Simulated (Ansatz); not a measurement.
# From PBEsol to G0W0: MoS2/MoSSe (van der Waals superlattice) (P3m1), part 2 of 3

How far does one-shot GW move the PBEsol gap of MoS2/MoSSe (van der Waals superlattice) (P3m1)?

Ansatz 0.2.0; PBEsol, then G0W0 on it, plane waves, PAW. Known limits of the many-body steps: finite bands, screening cutoff and k mesh; no spin-orbit coupling in G0W0.

So far. Step 2 (Relaxing the structure): The program's warnings for this run: band table not solved further. The relaxed cell has a = 3.144, c = 11.780 Å (conventional setting).

The structure was built from a prototype and need not be the compound's stable phase.

**3. Bands along the symmetry lines**

Levels along a band path and on the mesh show where this functional puts the band edges.

This step: DFT, PBEsol, plane waves, PAW; PAW set soft_1.

input.yaml reads:

```yaml
crystal:
  lattice:
    - [3.1444730757, 0.0, 0.0]
    - [-1.5722365378, 2.7231935651, 0.0]
    - [0.0, 0.0, 11.7798069796]
  atoms:
    - { symbol: Mo, position: [0.3333333333, 0.6666666667, 0.244121805] }
    - { symbol: S, position: [0.6666666667, 0.3333333333, 0.375572156] }
    - { symbol: S, position: [0.6666666667, 0.3333333333, 0.1123964636] }
    - { symbol: Mo, position: [0.0, 0.0, 0.7569898928] }
    - { symbol: S, position: [0.3333333333, 0.6666666667, 0.8873050472] }
    - { symbol: Se, position: [0.3333333333, 0.6666666667, 0.6116433664] }
kpoints:
  mp_grid: { grid: [12, 12, 2] }
  band_path:
    path:
      - [[0.0, 0.0, 0.0], [0.5, 0.0, 0.0], [0.33333333, 0.33333333, 0.0], [0.0, 0.0, 0.0], [0.0, 0.0, 0.5], [0.5, 0.0, 0.5], [0.33333333, 0.33333333, 0.5], [0.0, 0.0, 0.5]]
      - [[0.5, 0.0, 0.5], [0.5, 0.0, 0.0]]
      - [[0.33333333, 0.33333333, 0.5], [0.33333333, 0.33333333, 0.0]]
    npoints: 10
hamiltonian:
  xc: pbesol
  pseudopotentials: { kind: paw, azcp: { folder: soft_1 }, xc_functional: pbe }
scf:
  occupations: { method: fermi_dirac, width: 0.02 }
  n_extra_bands: 6
output:
  eigenvalues: true
  forces: true
  stress: true
  write_density: true
  write_potential: true
  elf: true
  volumetric_format: npy
```

Command:

```console
> ansatz run input.yaml --threads 2 --pin off --max-ram 92160MiB --backend cuda --events-out ev --progress --plain --runs-dir out --devices 1 --max-vram 13GiB
```

Numbers of over 12 decimals in the logs are rounded to 6 here.

Output:

```text
[...]
GPUs: using 1 of 1 available (devices: 1).
[...]
GPU FFT provider: cuFFT
GPU libraries: cuBLAS 13.8.2, cuFFT 12.4.0, cuSOLVER 12.3.4
Crystal: 6 atoms, lattice volume = 100.871 Å³
Basis set: ecut = 420 eV, 1971 PW (Γ), exchange–correlation on 48×48×160 points (8 copies of the dense FFT grid, shifted against one another)
Bands: 37, of which v1, the nominal top of the filled ones, is band 31 counted from 1 (30 counted from 0)
Symmetry: 6 space group operations
[...]
k-points: 38 of 288 (time reversal used)
[...]
GPU buffer pool allocated for 46080 grid points (all kernels)
[...]
SCF iter   1: F=—  HF=-17880.998231 eV  |F-HF|=—  |Δ(HF+E_count)|=         —  Δρ=5.71e-2  dr2=6.99e0  ethr=3.10e-3  ⟨swp⟩=9.2  Hψ=6968  notcnv=0
[...]
SCF iter   9: F=-17879.198641 eV  HF=-17879.198641 eV  |F-HF|=1.87e-9  |Δ(HF+E_count)|=   1.23e-7  Δρ=3.41e-6  dr2=1.06e-8  ethr=1.61e-10  ⟨swp⟩=17.2  Hψ=11376  notcnv=0
SCF 1 converged in 9 iterations: F = -17879.198641 eV  dr2 = 1.06e-8
[...]
NSCF: frozen V_eff on 93 k-points
SCF converged after 9 iterations
Free energy (F): -17879.198641 eV
[...]
Internal energy: -17879.198640 eV  (E = F + TS)
E sigma→0 (E₀):  -17879.198640 eV
Entropy (-TS):   -0.000000 eV (-0.000 meV/atom)
Fermi energy:    13.256518 eV
[...]
--- Forces (eV/Å), atoms counted from 1 ---
  atom   1  Mo     0.00000000     0.00000000     0.00209747
  atom   2  S      0.00000000    -0.00000000    -0.01379948
  atom   3  S      0.00000000     0.00000000     0.01432345
  atom   4  Mo    -0.00000000     0.00000000    -0.00630920
  atom   5  S      0.00000000     0.00000000    -0.01244163
  atom   6  Se     0.00000000     0.00000000     0.01607930
  max |Σ_I F_I| component: 5.01e-5 eV/Å
--- Stress (GPa, compression-positive) ---
        4.093869      -0.000000      -0.000000
       -0.000000       4.093869       0.000000
       -0.000000       0.000000       4.199506
  P = ⅓ Tr σ = 4.1291 GPa (41.291 kbar)
--- Band table (eV; the first three rows and the last of 38) ---
  k-point 0: bands = [... 27 lower, 11.2215, 11.3091, 12.0908, 13.0439, 14.7156, 14.7156, 14.9689, 14.9689, ... 2 higher]
  k-point 1: bands = [... 27 lower, 11.2201, 11.2201, 12.5354, 12.9572, 14.7255, 14.7255, 14.9332, 14.9332, ... 2 higher]
  k-point 2: bands = [... 27 lower, 11.0724, 11.3459, 12.1465, 12.7702, 14.6320, 14.8217, 14.8312, 14.9005, ... 2 higher]
  k-point 37: bands = [... 27 lower, 9.7036, 9.9643, 11.8797, 12.3363, 13.6629, 14.1291, 14.6543, 14.7990, ... 2 higher]
```

It took 5.5 s on 1 × NVIDIA H100 80GB HBM3 (shared by 6 runs) with 2 threads of AMD EPYC 7R13 (Zen 3), shared host; peak memory 0.99 GiB; 6.7 s of CPU time.

In the SCF lines HF is the Harris–Foulkes energy and dr2 the Hartree energy of the density residual, in eV; the loop may stop once dr2 is under the threshold and the program's other checks hold. Hψ counts applications of the Hamiltonian.

Numbers from this step:

* pressure: 4.129 GPa
* filled bands: 31
* gap: 0.4365 eV
* valence top at: Γ
* conduction bottom at: k = (0.200, 0.200, 0.000)
* least direct gap: 1.327 eV

Over mesh and path the gap is 0.437 eV, from k = Γ to k = (0.200, 0.200, 0.000). The least direct gap found is 1.327 eV, at k = (0.333, 0.333, 0.500). The pressure in this cell is 4 GPa; the cell is kept.

The electronic bands at the labelled points (eV, zero at the top of the highest nominally filled band):

| point | band 28 | band 29 | band 30 | band 31 | band 32 | band 33 | band 34 | band 35 |
| --- | --- | --- | --- | --- | --- | --- | --- | --- |
| Γ | -1.82 | -1.73 | -0.95 | 0.00 | 1.67 | 1.67 | 1.93 | 1.93 |
| halfway | -2.04 | -2.00 | -1.79 | -1.48 | 0.80 | 1.20 | 1.83 | 1.84 |
| M | -2.18 | -1.92 | -1.47 | -1.29 | 1.23 | 1.68 | 1.68 | 2.11 |
| halfway | -3.01 | -2.62 | -1.53 | -0.97 | 1.10 | 1.44 | 1.98 | 2.11 |
| K | -3.49 | -2.75 | -1.19 | -0.76 | 0.62 | 1.13 | 1.84 | 2.02 |
| halfway | -2.27 | -2.00 | -1.80 | -1.37 | 0.46 | 1.20 | 1.52 | 1.64 |
| Γ | -1.82 | -1.73 | -0.95 | 0.00 | 1.67 | 1.67 | 1.93 | 1.93 |
| halfway | -1.82 | -1.82 | -0.70 | -0.04 | 1.68 | 1.68 | 1.91 | 1.91 |
| A | -1.82 | -1.82 | -0.51 | -0.09 | 1.68 | 1.68 | 1.89 | 1.89 |
| halfway | -2.27 | -2.04 | -1.83 | -1.48 | 1.15 | 1.26 | 1.35 | 1.71 |
| L | -2.12 | -1.78 | -1.51 | -1.34 | 1.22 | 1.64 | 1.67 | 2.06 |
| halfway | -2.87 | -2.80 | -1.48 | -0.94 | 1.12 | 1.45 | 1.90 | 2.25 |
| H | -3.34 | -3.08 | -1.16 | -0.71 | 0.62 | 1.09 | 1.61 | 1.76 |
| halfway | -2.27 | -2.05 | -1.89 | -1.40 | 0.80 | 1.03 | 1.48 | 1.53 |
| A | -1.82 | -1.82 | -0.51 | -0.09 | 1.68 | 1.68 | 1.89 | 1.89 |
| jump to L | -2.12 | -1.78 | -1.51 | -1.34 | 1.22 | 1.64 | 1.67 | 2.06 |
| halfway | -2.15 | -1.85 | -1.49 | -1.31 | 1.23 | 1.66 | 1.67 | 2.09 |
| M | -2.18 | -1.92 | -1.47 | -1.29 | 1.23 | 1.68 | 1.68 | 2.11 |
| jump to H | -3.34 | -3.08 | -1.16 | -0.71 | 0.62 | 1.09 | 1.61 | 1.76 |
| halfway | -3.41 | -2.88 | -1.18 | -0.73 | 0.62 | 1.11 | 1.77 | 1.80 |
| K | -3.49 | -2.75 | -1.19 | -0.76 | 0.62 | 1.13 | 1.84 | 2.02 |

ELF in the ca plane at fractional y = 0.667, with atoms of Mo and S and Se within 0.2 Å of it. It is the smooth field of the valence electrons, not physical close to the nuclei.

Values, 5 rows by 16 columns, each cell a mean:
```
0.35 0.75 0.70 0.34 0.32 0.68 0.76 0.42 0.09 0.26 0.29 0.22 0.33 0.20 0.26 0.09
0.23 0.62 0.57 0.29 0.29 0.54 0.64 0.27 0.30 0.59 0.57 0.28 0.24 0.47 0.62 0.36
0.15 0.22 0.29 0.60 0.61 0.30 0.24 0.11 0.70 0.61 0.56 0.45 0.30 0.66 0.52 0.83
0.18 0.13 0.26 0.63 0.63 0.29 0.15 0.11 0.76 0.50 0.45 0.46 0.32 0.58 0.31 0.88
0.15 0.48 0.45 0.37 0.38 0.42 0.51 0.17 0.47 0.72 0.68 0.35 0.24 0.63 0.76 0.58
```
Columns run along c (11.8 Å), rows up along a (3.1 Å). Atoms in or near the plane, at fractional coordinates: Mo at (0.24, 0.33), S at (0.89, 0.33), Se at (0.61, 0.33).

Valence density in the ca plane at fractional y = 0.667, with atoms of Mo and S and Se within 0.2 Å of it. It is the smooth field of the valence electrons, not physical close to the nuclei.

Values in e/Å³, 5 rows by 16 columns, each cell a mean:
```
 0  0  1  0  0  0  0  0  0  0  0  1  1  0  0  0
 0  0  0  1  1  0  0  0  0  0  0  0  1  0  0  0
 0  0  0  4  4  1  0  0  0  8  5  0  0  1  1  1
 0  0  1  5  5  1  0  0  1 15 10  0  0  1  1  1
 0  0  0  1  1  0  0  0  0  1  1  0  0  1  1  0
```
Columns run along c (11.8 Å), rows up along a (3.1 Å). Atoms in or near the plane, at fractional coordinates: Mo at (0.24, 0.33), S at (0.89, 0.33), Se at (0.61, 0.33).

**4. The quasiparticle correction**

G0W0 replaces the xc potential by a self-energy built once from the orbitals of the start. Levels are corrected in the window of bands that the input names, at points of the mesh.

This step: G0W0 on PBEsol, plane waves, PAW; PAW set soft_1.

input.yaml, the sections that differ from step 3:

```yaml
kpoints:
  mp_grid: { grid: [9, 9, 2] }
scf:
  occupations: { method: fixed }
gw:
  n_empty_bands: 420
  ecut_chi: 150.0
  qp_bands: [v2, c2]
  qp_kpoints: band_edges
  screening: { model: contour_deformation }
# crystal, hamiltonian: as in step 3
# output: removed
```

Output:

```text
GPUs: using 1 of 1 available (devices: 1).
[...]
GPU FFT provider: cuFFT
GPU libraries: cuBLAS 13.8.2, cuFFT 12.4.0, cuSOLVER 12.3.4
Crystal: 6 atoms, lattice volume = 100.871 Å³
Basis set: ecut = 420 eV, 1971 PW (Γ)
Bands: 38, of which v1, the nominal top of the filled ones, is band 31 counted from 1 (30 counted from 0)
Symmetry: 6 space group operations
[...]
k-points: 24 of 162 (time reversal used)
[...]
GPU buffer pool allocated for 46080 grid points (all kernels)
[...]
SCF iter   1: F=—  HF=-17880.998157 eV  |F-HF|=—  |Δ(HF+E_count)|=         —  Δρ=5.71e-2  dr2=7.00e0  ethr=3.10e-3  ⟨swp⟩=5.1  Hψ=3527  notcnv=0  defer=104
[...]
SCF iter  11: F=-17879.198536 eV  HF=-17879.198536 eV  |F-HF|=2.60e-8  |Δ(HF+E_count)|=   4.81e-8  Δρ=2.98e-6  dr2=1.53e-8  ethr=1.61e-10  ⟨swp⟩=10.8  Hψ=4149  notcnv=0
SCF 1 converged in 11 iterations: F = -17879.198536 eV  dr2 = 1.53e-8
[...]
NSCF: frozen V_eff on 24 k-points, pencils in batches of 32, up to order 152
the band table was solved once the SCF had ended and its energy, with any forces and stress, was formed, with the checks that follow a solve (3647 applications of the Hamiltonian). They found nothing against the state; the energy, forces and stress were not computed again (output.eigenvalues in the input reference)
[...]
G₀W₀ screening: q 1/24
[... further progress lines ...]
[...]
SCF converged after 11 iterations
Free energy (F): -17879.198536 eV
[...]
Internal energy: -17879.198536 eV  (E = F + TS)
E sigma→0 (E₀):  -17879.198536 eV
Fermi energy:    13.043872 eV
[...]
--- Band table (eV; the first three rows and the last of 24) ---
  k-point 0: bands = [... 27 lower, 11.2214, 11.3090, 12.0908, 13.0439, 14.7156, 14.7156, 14.9690, 14.9690, ... 3 higher]
  k-point 1: bands = [... 27 lower, 11.2200, 11.2200, 12.5354, 12.9571, 14.7256, 14.7256, 14.9333, 14.9333, ... 3 higher]
  k-point 2: bands = [... 27 lower, 10.9801, 11.3586, 12.1027, 12.5771, 14.6084, 14.6783, 14.7374, 15.0239, ... 3 higher]
  k-point 23: bands = [... 27 lower, 9.7037, 9.9642, 11.8798, 12.3363, 13.6629, 14.1289, 14.6543, 14.7990, ... 3 higher]
--- G₀W₀: contour deformation, 8 samples at zero and on the imaginary axis and 2 off it, 162 q-points, 420 empty bands' worth ---
  eigenvalues of the whole cell's RPA ε∞ on this k-mesh (on a slab, of 1 + 4πα/V) = 9.5640, 16.4128, 16.4128; static W/v taken at q = 0 is 0.072593
  bands read: the sum over 451 bands ends inside a degenerate multiplet in 1 slot, whose members it reads at an even weight; the widest, k=0: bands 451 to 452 (counted from 1) at 1/2 each
  gw.qp_kpoints: band_edges: 19 of 24 stored k-points solved, in 1 pass; an edge of the gap read off the rows below is read off those points alone
    valence top: of the k-points left out ik 16 came nearest to being solved in a further pass, in band 31 (counted from 1, as in the quasiparticle table): it holds the edge there only if its correction is more favourable than any solved in that band by at least 0.907 eV; those differ by 0.382 eV
    conduction bottom: of the k-points left out ik 15 came nearest to being solved in a further pass, in band 32 (counted from 1, as in the quasiparticle table): it holds the edge there only if its correction is more favourable than any solved in that band by at least 0.535 eV; those differ by 0.242 eV
    ik  band        ε_KS         Σx   Σc(E_QP)       V_xc       Z   E_QP_lin       E_QP  E_QP is
     0    30     12.0908   -18.5889     1.4064   -16.8201  0.7587    11.7265    11.7283  root
     0    31     13.0439   -19.5992     0.2987   -19.2411  0.7461    12.9845    12.9845  root
     0    32     14.7156   -13.7255    -4.3708   -18.4194  0.7464    15.0405    15.0387  root
     0    33     14.7156   -13.7255    -4.3708   -18.4194  0.7464    15.0405    15.0387  root
     1    30     12.5354   -19.4235     0.5989   -18.7306  0.7500    12.4413    12.4414  root
     1    31     12.9571   -19.3227     0.5395   -18.6576  0.7484    12.8315    12.8316  root
     1    32     14.7256   -13.7258    -4.3866   -18.4355  0.7461    15.0506    15.0487  root
     1    33     14.7256   -13.7258    -4.3866   -18.4355  0.7461    15.0506    15.0487  root
     2    30     12.1027   -18.7558     1.3289   -17.0937  0.7587    11.7681    11.7695  root
     2    31     12.5771   -19.2725     0.6302   -18.5450  0.7468    12.4798    12.4799  root
     2    32     14.6084   -13.8734    -4.4493   -18.6755  0.7482    14.9633    14.9612  root
     2    33     14.6783   -13.9429    -4.3066   -18.5121  0.7378    14.9423    14.9409  root
     3    30     12.2602   -19.3201     0.7682   -18.4310  0.7500    12.1392    12.1394  root
     3    31     12.5796   -19.2383     0.7431   -18.3677  0.7477    12.4519    12.4521  root
     3    32     14.5788   -13.8551    -4.4531   -18.6708  0.7501    14.9437    14.9415  root
     3    33     14.7426   -14.0414    -4.3189   -18.6175  0.7343    15.0012    14.9998  root
     4    30     11.4291   -19.0044     1.3254   -17.4783  0.7475    11.2278    11.2284  root
     4    31     11.7293   -18.9571     1.3149   -17.4572  0.7433    11.5437    11.5443  root
     4    32     13.9101   -13.8326    -4.0710   -18.2084  0.7513    14.2162    14.2149  root
     4    33     14.3232   -14.3619    -4.1818   -18.8458  0.7392    14.6269    14.6253  root
     6    30     11.2805   -18.9003     1.3655   -17.4351  0.7363    11.1808    11.1809  root
     6    31     11.3799   -19.3790     1.5095   -17.6494  0.7486    11.1591    11.1598  root
     6    32     14.0025   -14.3766    -4.3149   -19.0750  0.7443    14.3885    14.3860  root
     6    33     14.1508   -15.3729    -4.4051   -20.1954  0.7357    14.5714    14.5682  root
     7    30     11.3158   -18.9917     1.3159   -17.5910  0.7367    11.2309    11.2310  root
     7    31     11.3663   -19.3453     1.5264   -17.5938  0.7487    11.1404    11.1411  root
     7    32     14.1776   -15.3480    -4.4399   -20.2017  0.7348    14.5947    14.5915  root
     7    33     14.2850   -14.5702    -4.4726   -19.4311  0.7401    14.6761    14.6733  root
     8    30     11.5187   -18.2885     1.2426   -16.8888  0.7481    11.3612    11.3616  root
     8    31     11.7159   -18.7349     1.4817   -16.9293  0.7581    11.3904    11.3920  root
     8    32     14.2461   -16.4881    -4.7452   -21.7507  0.7273    14.7692    14.7635  root
     8    33     14.5774   -15.1482    -4.8247   -20.4067  0.7262    15.0159    15.0112  root
     9    30     11.4851   -18.3398     1.2448   -16.9481  0.7466    11.3378    11.3382  root
     9    31     11.6653   -18.6309     1.5055   -16.7960  0.7577    11.3342    11.3358  root
     9    32     14.2415   -16.4630    -4.7503   -21.7310  0.7274    14.7648    14.7592  root
     9    33     14.6074   -15.0158    -4.8673   -20.3159  0.7271    15.0450    15.0402  root
    10    30     11.7145   -19.2369     1.0890   -18.0076  0.7476    11.5739    11.5742  root
    10    31     12.0361   -18.9625     1.3204   -17.3906  0.7498    11.7837    11.7845  root
    10    32     13.9757   -13.7080    -4.0146   -17.9981  0.7509    14.2523    14.2512  root
    10    33     14.4635   -14.2082    -4.4186   -19.0029  0.7483    14.8422    14.8397  root
[...]
21    30     11.5676   -19.1869     0.6941   -18.5047  0.7434    11.5795    11.5795  root
    21    31     12.0963   -19.1754     0.6427   -18.5325  0.7455    12.0961    12.0960  root
    21    32     14.0195   -15.8236    -4.2295   -20.4699  0.7363    14.4395    14.4363  root
    21    33     14.3313   -15.2822    -4.2734   -19.9664  0.7390    14.7450    14.7421  root
    22    30     11.8541   -19.1632     0.3621   -18.8589  0.7449    11.9120    11.9120  root
    22    31     12.2842   -19.0502     0.3594   -18.7433  0.7458    12.3366    12.3367  root
    22    32     13.6606   -16.1644    -3.9908   -20.5891  0.7398    14.0973    14.0945  root
    22    33     14.1706   -16.0407    -4.1172   -20.5855  0.7382    14.6011    14.5981  root
    23    30     11.8798   -19.2374     0.3684   -18.9238  0.7450    11.9345    11.9346  root
    23    31     12.3363   -19.2012     0.3567   -18.8934  0.7459    12.3852    12.3852  root
    23    32     13.6629   -16.1509    -3.9894   -20.5727  0.7399    14.0981    14.0954  root
    23    33     14.1289   -15.8457    -4.1240   -20.4034  0.7392    14.5656    14.5625  root
```

Run time: 2.1 min. Hardware: 1 × NVIDIA H100 80GB HBM3 (shared by 6 runs) with 2 threads; peak memory 2.4 GiB.

Numbers from this step:

| Item | Value |
| --- | --- |
| bands summed | 451 |
| RPA ε∞ on this mesh (eigenvalues) | 9.564, 16.41, 16.41 |
| plane waves in the screening matrix | 413 |
| q-points in the mesh | 162 |
| G0W0 gap over the corrected points | 0.9260 eV |
| k of the valence top | 0, 0, 0 |
| k of the conduction bottom | 0.1111, 0.2222, 0 |
| starting gap on the mesh | 0.5407 eV |
| Z at the valence top | 0.7461 |
| Z at the conduction bottom | 0.7535 |
| least direct G0W0 gap over the corrected points | 1.710 eV |

Over 19 of 24 irreducible mesh points the G0W0 gap is 0.926 eV, from k = Γ to k = (0.111, 0.222, 0.000). The PBEsol gap of this run on the mesh is 0.541 eV. The two states that bound the G0W0 gap lie that far apart at the start, so the correction of the gap is 0.926 − 0.541 = +0.385 eV. The start of this run differs from the step before in mesh (12×12×2 and 9×9×2).

Labels follow the order of the start: v1 is the top filled band, c1 the lowest empty one; levels that stay degenerate share a row, the window can cut a multiplet, doubted levels are not marked in this list, bands outside the window were not corrected, and the list may be a part of the corrected levels. Levels before and after the correction, in eV, zero at the valence-band top of each column:

|  | conduction bottom | valence top |
| --- | --- | --- |
| Kohn-Sham | 0.54 | 0.00 |
| G0W0 | 0.93 | 0.00 |

|  | level | occupation | energy (eV) |
| --- | --- | --- | --- |
| Kohn-Sham | Γ v2 | 2 | -0.953 |
| Kohn-Sham | Γ v1 | 2 | 0.000 |
| Kohn-Sham | Γ c1-c2 | 0 | 1.672 |
| Kohn-Sham | (0.111 0.222 0) v2 | 2 | -1.871 |
| Kohn-Sham | (0.111 0.222 0) v1 | 2 | -1.424 |
| Kohn-Sham | (0.111 0.222 0) c1 | 0 | 0.541 |
| Kohn-Sham | (0.111 0.222 0) c2 | 0 | 1.203 |
| G0W0 | Γ v2 | 2 | -1.256 |
| G0W0 | Γ v1 | 2 | 0.000 |
| G0W0 | Γ c1-c2 | 0 | 2.054 |
| G0W0 | (0.111 0.222 0) v2 | 2 | -2.068 |
| G0W0 | (0.111 0.222 0) v1 | 2 | -1.490 |
| G0W0 | (0.111 0.222 0) c1 | 0 | 0.926 |
| G0W0 | (0.111 0.222 0) c2 | 0 | 1.645 |

The parts of the quasiparticle energy for the two states that bound the G0W0 gap, in eV on the run's own scale (QP = start + Σx + Σc − Vxc, with Σc at the quasiparticle energy):

| edge | k | band | start | Σx | Σc | Vxc | Z | QP |
| --- | --- | --- | --- | --- | --- | --- | --- | --- |
| valence top | Γ | 31 | 13.044 | −19.599 | 0.299 | −19.241 | 0.746 | 12.985 |
| conduction bottom | (0.111, 0.222, 0.000) | 32 | 13.585 | −13.871 | −3.937 | −18.134 | 0.753 | 13.911 |

(Continued in part 3 of 3.)

[Paths, hosts, dates, memory and timing lines, banners, echoed tables and standing remarks are left out of the program output.]

[Logs are printed without paths, hosts, clocks, repeated set-up lines and the standing remarks that a program may print on its own settings, such as how far it seeks lower states.]

[Runs of the session that timed out or met a known fault of the program may be left out.]

[Cells called generated may have been cut or substituted from an entry of the Crystallography Open Database or the Materials Project.]

[Hosts, paths, dates, database ids (printed as entryN), source tags and the programs' standing remarks are cut or masked in the printed files.]

[Where an RPA ε∞ is given, it is that of the G0W0 mesh and is not shown converged in it. Names of k-points follow the symmetry that the program found, which can be lower than the space group named. Band edges on a path are those of the sampled points; other points can move an edge, and change direct to indirect where valleys lie close.]

[Hybrid gaps are those of their k-mesh and are not shown converged in it.]
